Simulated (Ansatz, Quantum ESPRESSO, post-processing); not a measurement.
# The work function of Ba(110), 5 layers, one monolayer of F on top sites, level by level, part 2 of 2

Aim: the work function of each face of Ba(110), 5 layers, one monolayer of F on top sites, and how it moves with functional, pseudopotentials and boundary condition.

Quantum ESPRESSO 7.5; plane-wave DFT, PBE, GBRV ultrasoft pseudopotentials; geometry and cross-check by Ansatz 0.2.0 with PAW datasets.

So far. Step 8 (SCF with pw.x: open boundaries by the effective …): The upper level is 6.756 eV against 6.753 eV from the periodic run. Step 9 (Ground state: PBE, SG15 norm-conserving): The upper face goes from 6.756 eV (PBE, GBRV) to 6.783 eV, a change of +0.028 eV from the pseudopotentials and their cutoffs.

### Step 10. Self-consistent run: PBEsol, PseudoDojo norm-conserving

Level of this step: plane-wave DFT, PBEsol, PseudoDojo norm-conserving pseudopotentials (Quantum ESPRESSO 7.5).

Contents of dojo-pbesol.in:

```
&control
  prefix = 'dojo-pbesol'
  outdir = './out'
  pseudo_dir = './pseudo'
  calculation = 'scf'
  tprnfor = .true.
/
&system
  ibrav = 0
  nat = 6
  ntyp = 2
  ecutwfc = 72
  ecutrho = 288
  occupations = 'smearing'
  smearing = 'mv'
  degauss = 0.02
  assume_isolated = 'esm'
  esm_bc = 'bc1'
/
&electrons
  conv_thr = 1e-07
  mixing_beta = 0.4
  electron_maxstep = 120
  mixing_mode = 'local-TF'
/
ATOMIC_SPECIES
  Ba  137.3270  Ba.dojo-sr-pbesol-0.4.1-standard.upf
  F   18.9984  F.dojo-sr-pbesol-0.4.1-standard.upf
CELL_PARAMETERS angstrom
  3.54967604160000 -2.51000000000000 0.00000000000000
  3.54967604160000 2.51000000000000 0.00000000000000
  0.00000000000000 0.00000000000000 33.19870416620000
ATOMIC_POSITIONS crystal
  Ba  0.000000000000 0.000000000000 -0.250299840939
  Ba  0.500000000000 0.500000000000 -0.143377714639
  Ba  0.000000000000 0.000000000000 -0.036455588239
  Ba  0.500000000000 0.500000000000 0.069705689966
  Ba  0.000000000000 0.000000000000 0.186638692219
  F   0.000000000000 0.000000000000 0.250299840939
K_POINTS automatic
  8 8 1 0 0 0
```

Command:

```
OMP_NUM_THREADS=1 mpirun -n 4 pw.x -nk 4 -in dojo-pbesol.in > dojo-pbesol.out
```

The job ended after 15 min (4 MPI ranks of Arm Neoverse V2, shared host; peak memory 2 GiB; 59 min of CPU time).

Numbers from this step:

```
free energy                                                    : -4491.4469 eV
Fermi energy                                                   : -4.664 eV
vacuum line at the lower end of the cell, over the Fermi level : 2.448 eV
vacuum line at the upper end of the cell, over the Fermi level : 6.880 eV
```

Electrostatic potential energy of an electron; zero at the Fermi level. Table of potential energy, planar mean by z:

z (Å), potential energy, planar mean (eV) and a bar from the least value:
```
      -16        2.4 #######################
      -15        2.4 #######################
      -14        2.4 #######################
      -13        2.4 #######################
      -12        2.4 #######################
      -11        2.2 #######################
      -10        1.1 #####################
       -9       -5.3 ###########
       -8      -11.2 ##
       -7        0.7 #####################
       -6        0.5 ####################
       -5      -11.9 #
       -4       -3.7 ##############
       -3        1.5 ######################
       -2       -3.4 ##############
       -1      -12.3 #
        0        0.3 ####################
        1        0.8 #####################
        2      -11.0 ###
        3       -5.0 ############
        4        1.8 ######################
        5        0.3 ####################
        6      -12.7 
        7       -3.1 ###############
        8        2.1 #######################
        9        6.2 #############################
       10        6.9 ##############################
       11        6.9 ##############################
       12        6.9 ##############################
       13        6.9 ##############################
       14        6.9 ##############################
       15        6.9 ##############################
       16        6.9 ##############################
```

The upper face goes from 6.756 eV (PBE, GBRV) to 6.880 eV, a change of +0.125 eV.

### Step 11. Self-consistent run: revPBE, GBRV ultrasoft

Level of this step: plane-wave DFT, revPBE, GBRV ultrasoft pseudopotentials made under PBE (Quantum ESPRESSO 7.5). input_dft overrides the functional of the files.

gbrv-revpbe.in is the input of step 10 with these lines changed:

```diff
@@ -1,3 +1,3 @@
 &control
-  prefix = 'dojo-pbesol'
+  prefix = 'gbrv-revpbe'
   outdir = './out'
@@ -11,4 +11,5 @@
   ntyp = 2
-  ecutwfc = 72
-  ecutrho = 288
+  ecutwfc = 40
+  ecutrho = 200
+  input_dft = 'revpbe'
   occupations = 'smearing'
@@ -26,4 +27,4 @@
 ATOMIC_SPECIES
-  Ba  137.3270  Ba.dojo-sr-pbesol-0.4.1-standard.upf
-  F   18.9984  F.dojo-sr-pbesol-0.4.1-standard.upf
+  Ba  137.3270  ba_pbe_v1.uspp.F.UPF
+  F   18.9984  f_pbe_v1.4.uspp.F.UPF
 CELL_PARAMETERS angstrom
```

Command:

```
OMP_NUM_THREADS=1 mpirun -n 4 pw.x -nk 4 -in gbrv-revpbe.in > gbrv-revpbe.out
```

Wall time 6.6 min (4 MPI ranks); peak memory 2 GiB; 26 min of CPU time.

This step gave:

```
free energy                                                    : -5446.8950 eV
Fermi energy                                                   : -4.462 eV
vacuum line at the lower end of the cell, over the Fermi level : 2.319 eV
vacuum line at the upper end of the cell, over the Fermi level : 6.606 eV
```

Electrostatic potential energy of an electron; zero at the Fermi level. The potential energy, planar mean by z:

```csv
z (Å),"potential energy, planar mean (eV)"
-16,2.32
-15,2.32
-14,2.32
-13,2.31
-12,2.27
-11,2.06
-10,0.990
-9,-3.98
-8,-5.69
-7,0.518
-6,0.310
-5,-5.78
-4,-3.01
-3,1.36
-2,-2.75
-1,-5.86
0,0.152
1,0.613
2,-5.66
3,-3.79
4,1.58
5,0.135
6,-6.15
7,-2.68
8,1.81
9,5.91
10,6.59
11,6.60
12,6.61
13,6.61
14,6.61
15,6.61
16,6.61
```

The upper face goes from 6.756 eV (PBE, GBRV) to 6.606 eV, a change of -0.150 eV.

### Step 12. Ground state: no dipole correction

What happens without any correction? The same slab is run as a plain periodic cell.

Level of this step: plane-wave DFT, PBE, GBRV ultrasoft pseudopotentials (Quantum ESPRESSO 7.5).

Contents of nodip.in:

```
&control
  prefix = 'nodip'
  outdir = './out'
  pseudo_dir = './pseudo'
  calculation = 'scf'
  tprnfor = .true.
/
&system
  ibrav = 0
  nat = 6
  ntyp = 2
  ecutwfc = 40
  ecutrho = 200
  occupations = 'smearing'
  smearing = 'mv'
  degauss = 0.02
/
&electrons
  conv_thr = 1e-07
  mixing_beta = 0.4
  electron_maxstep = 120
  mixing_mode = 'local-TF'
/
ATOMIC_SPECIES
  Ba  137.3270  ba_pbe_v1.uspp.F.UPF
  F   18.9984  f_pbe_v1.4.uspp.F.UPF
CELL_PARAMETERS angstrom
  3.54967604160000 -2.51000000000000 0.00000000000000
  3.54967604160000 2.51000000000000 0.00000000000000
  0.00000000000000 0.00000000000000 33.19870416620000
ATOMIC_POSITIONS crystal
  Ba  0.000000000000 0.000000000000 0.250009758200
  Ba  0.500000000000 0.500000000000 0.356931884500
  Ba  0.000000000000 0.000000000000 0.463854010900
  Ba  0.500000000000 0.500000000000 0.570015289105
  Ba  0.000000000000 0.000000000000 0.686948291358
  F   0.000000000000 0.000000000000 0.750609440078
K_POINTS automatic
  8 8 1 0 0 0
```

Command:

```
OMP_NUM_THREADS=1 mpirun -n 4 pw.x -nk 4 -in nodip.in > nodip.out
```

It took 2.4 min on 4 MPI ranks; peak memory 1.9 GiB.

### Step 13. Electrostatic potential

Contents of nodip.pot.in:

```
&inputpp
  prefix = 'nodip'
  outdir = './out'
  filplot = 'nodip.pot.dat'
  plot_num = 11
/
```

Command:

```
OMP_NUM_THREADS=1 mpirun -n 4 pp.x -in nodip.pot.in > nodip.pot.out
```

Wall time 1.1 s (4 MPI ranks); peak memory 0.31 GiB.

The potential energy, planar mean oscillates, so the rows of the table below give means over windows of 3.57 Å about each position, cut where the curve ends. Its maxima inside the range that stand out by 2 % of the span (Å: eV): 10.0: 1.48, 13.6: 1.44, 17.2: 1.50, 20.9: 1.89, 24.3: 2.40, 26.2: 6.13. Its minima: 8.3: -6.17, 11.9: -6.00, 15.4: -6.01, 18.9: -6.13, 22.8: -6.23, 24.9: 1.02.

Electrostatic potential energy of an electron; zero at the Fermi level. Table of potential energy, planar mean by z; means over each step:

```csv
z (Å),"potential energy, planar mean (eV)"
1.78,3.56
5.35,2.05
8.92,-2.27
12.49,-2.11
16.06,-2.11
19.63,-1.98
23.20,-1.97
26.77,5.50
30.34,4.96
```

The vacuum now slopes by 302 meV/Å: the images' field stands in it, and it also polarises the slab.

### Step 14. All levels side by side

All levels:

| level | upper face (eV) | lower face (eV) | dipole (e Å) | CPU time (s) |
| --- | --- | --- | --- | --- |
| QE PBE GBRV, sawtooth | 6.753 | 2.407 | -0.4278 | 991.1 |
| QE PBE GBRV, ESM bc1 | 6.756 | 2.41 | - | 1537 |
| QE PBE SG15 norm-conserving, ESM bc1 | 6.783 | 2.4 | - | 6787 |
| QE PBEsol PseudoDojo norm-conserving, ESM bc1 | 6.88 | 2.448 | - | 3532 |
| QE revPBE GBRV ultrasoft, ESM bc1 | 6.606 | 2.319 | - | 1579 |
| QE PBE GBRV, periodic uncorrected (sloping vacuum, so no single level) | 4.968 | 3.332 | - | 567.1 |
| Ansatz PBE PAW, sawtooth (time of the whole relaxation) | 6.764 | 2.435 | -0.4262 | 287.8 |

The times are CPU seconds on a shared host; the codes use unlike cutoffs, datasets and smearings, so their times compare unlike work.

### Step 15. Self-consistent run, with mixing_beta = 0.1, electron_maxstep = 100 and nosym = True

A sensitivity test on the input.

Contents of esm.w0.in:

```
&control
  prefix = 'esm.w0'
  outdir = './out'
  pseudo_dir = './pseudo'
  calculation = 'scf'
  tprnfor = .true.
/
&system
  ibrav = 0
  nat = 6
  ntyp = 2
  ecutwfc = 40
  ecutrho = 200
  occupations = 'smearing'
  smearing = 'mv'
  degauss = 0.02
  assume_isolated = 'esm'
  esm_bc = 'bc1'
  nosym = .true.
/
&electrons
  conv_thr = 1e-07
  mixing_beta = 0.1
  electron_maxstep = 100
  mixing_mode = 'local-TF'
/
ATOMIC_SPECIES
  Ba  137.3270  ba_pbe_v1.uspp.F.UPF
  F   18.9984  f_pbe_v1.4.uspp.F.UPF
CELL_PARAMETERS angstrom
  3.54967604160000 -2.51000000000000 0.00000000000000
  3.54967604160000 2.51000000000000 0.00000000000000
  0.00000000000000 0.00000000000000 33.19870416620000
ATOMIC_POSITIONS crystal
  Ba  0.000000000000 0.000000000000 -0.250299840939
  Ba  0.500000000000 0.500000000000 -0.143377714639
  Ba  0.000000000000 0.000000000000 -0.036455588239
  Ba  0.500000000000 0.500000000000 0.069705689966
  Ba  0.000000000000 0.000000000000 0.186638692219
  F   0.000000000000 0.000000000000 0.250299840939
K_POINTS automatic
  8 8 1 0 0 0
```

Command:

```
OMP_NUM_THREADS=1 mpirun -n 4 pw.x -nk 4 -in esm.w0.in > esm.w0.out
```

Wall time 14 min (4 MPI ranks); peak memory 2 GiB; 58 min of CPU time.

Beside the run it was changed from:

```
                                                           quantity   this run  unchanged run  difference
vacuum line at the upper end of the cell, over the Fermi level (eV)      6.754          6.756     -0.0014
vacuum line at the lower end of the cell, over the Fermi level (eV)      2.409          2.410     -5.5e-4
                                                   free energy (eV)  -5443.677      -5443.677     -6.8e-7
                                                      wall time (s)        865            384            
                                                     SCF iterations         89             51
```

The free energy moves by -0.00011 meV an atom.

Levels move by up to 1 meV, which is small.

### Step 16. A check by hand

In the first self-consistent run, on its own zero, the Fermi level is 1.120 eV and the upper vacuum level 7.874 eV: φ = 7.874 − (1.120) = 6.754 eV.

The dipole of -2.0550 D is -0.4278 e Å (1 D = 0.20819 e Å). A dipole layer steps the potential by e p/(ε₀A), with e/ε₀ = 180.95 V Å: 180.95 × 0.4278 / 17.819 = 4.345 eV, against 4.347 eV between the two work functions.

### Step 17. What came out

| Item | Value |
| --- | --- |
| work function of the covered face, PBE, GBRV | 6.75 eV |
| work function of the bare face, PBE, GBRV | 2.41 eV |
| covered face by ESM | 6.76 eV |
| dipole along the normal | -0.428 e·Å |
| covered face by Ansatz | 6.76 eV |

At the first level (PBE, GBRV ultrasoft) the work function comes to 6.75 eV on the upper face and 2.41 eV on the lower. The F layer ends 2.11 Å above the top metal plane and raises the work function by 4.35 eV against the bare face. This is the step −180.95 p/A = +4.34 eV of the slab's dipole p = -0.4278 e Å, which the dipole correction builds in. The bare face is held at bulk positions, so it is no relaxed clean surface. ESM differs from the periodic treatment by +2 meV on the upper face and +3 meV on the lower. Over the levels tried, the uncorrected run apart, the upper face spans 6.61 eV (QE revPBE GBRV ultrasoft, ESM bc1) to 6.88 eV (QE PBEsol PseudoDojo norm-conserving, ESM bc1). Without a correction the vacuum potential slopes by 302 meV/Å, so no single vacuum level can be read. Quantum ESPRESSO and Ansatz give 6.75 and 6.76 eV for the upper face, which agree. Ansatz ran with Fermi-Dirac smearing of 0.1 eV against cold smearing of 0.02 Ry, which alone can move a level by some tens of meV. With 8×8 points and so few layers the values hold to some 0.05 to 0.1 eV. The slab is cut at a tabulated measured bulk lattice constant, given to two decimals. A full 1×1 monolayer may not be the stable structure at this coverage.

[Logs are printed without paths, hosts, clocks, repeated set-up lines and the standing remarks that a program may print on its own settings, such as how far it seeks lower states.]

[Hosts, paths, dates, database ids (printed as entryN), source tags and the programs' standing remarks are cut or masked in the printed files.]

[Maps of the electrostatic potential energy from Ansatz leave out the sawtooth potential of an applied field or a dipole correction, so their vacuum need not be flat; planar profiles and work functions include it.]
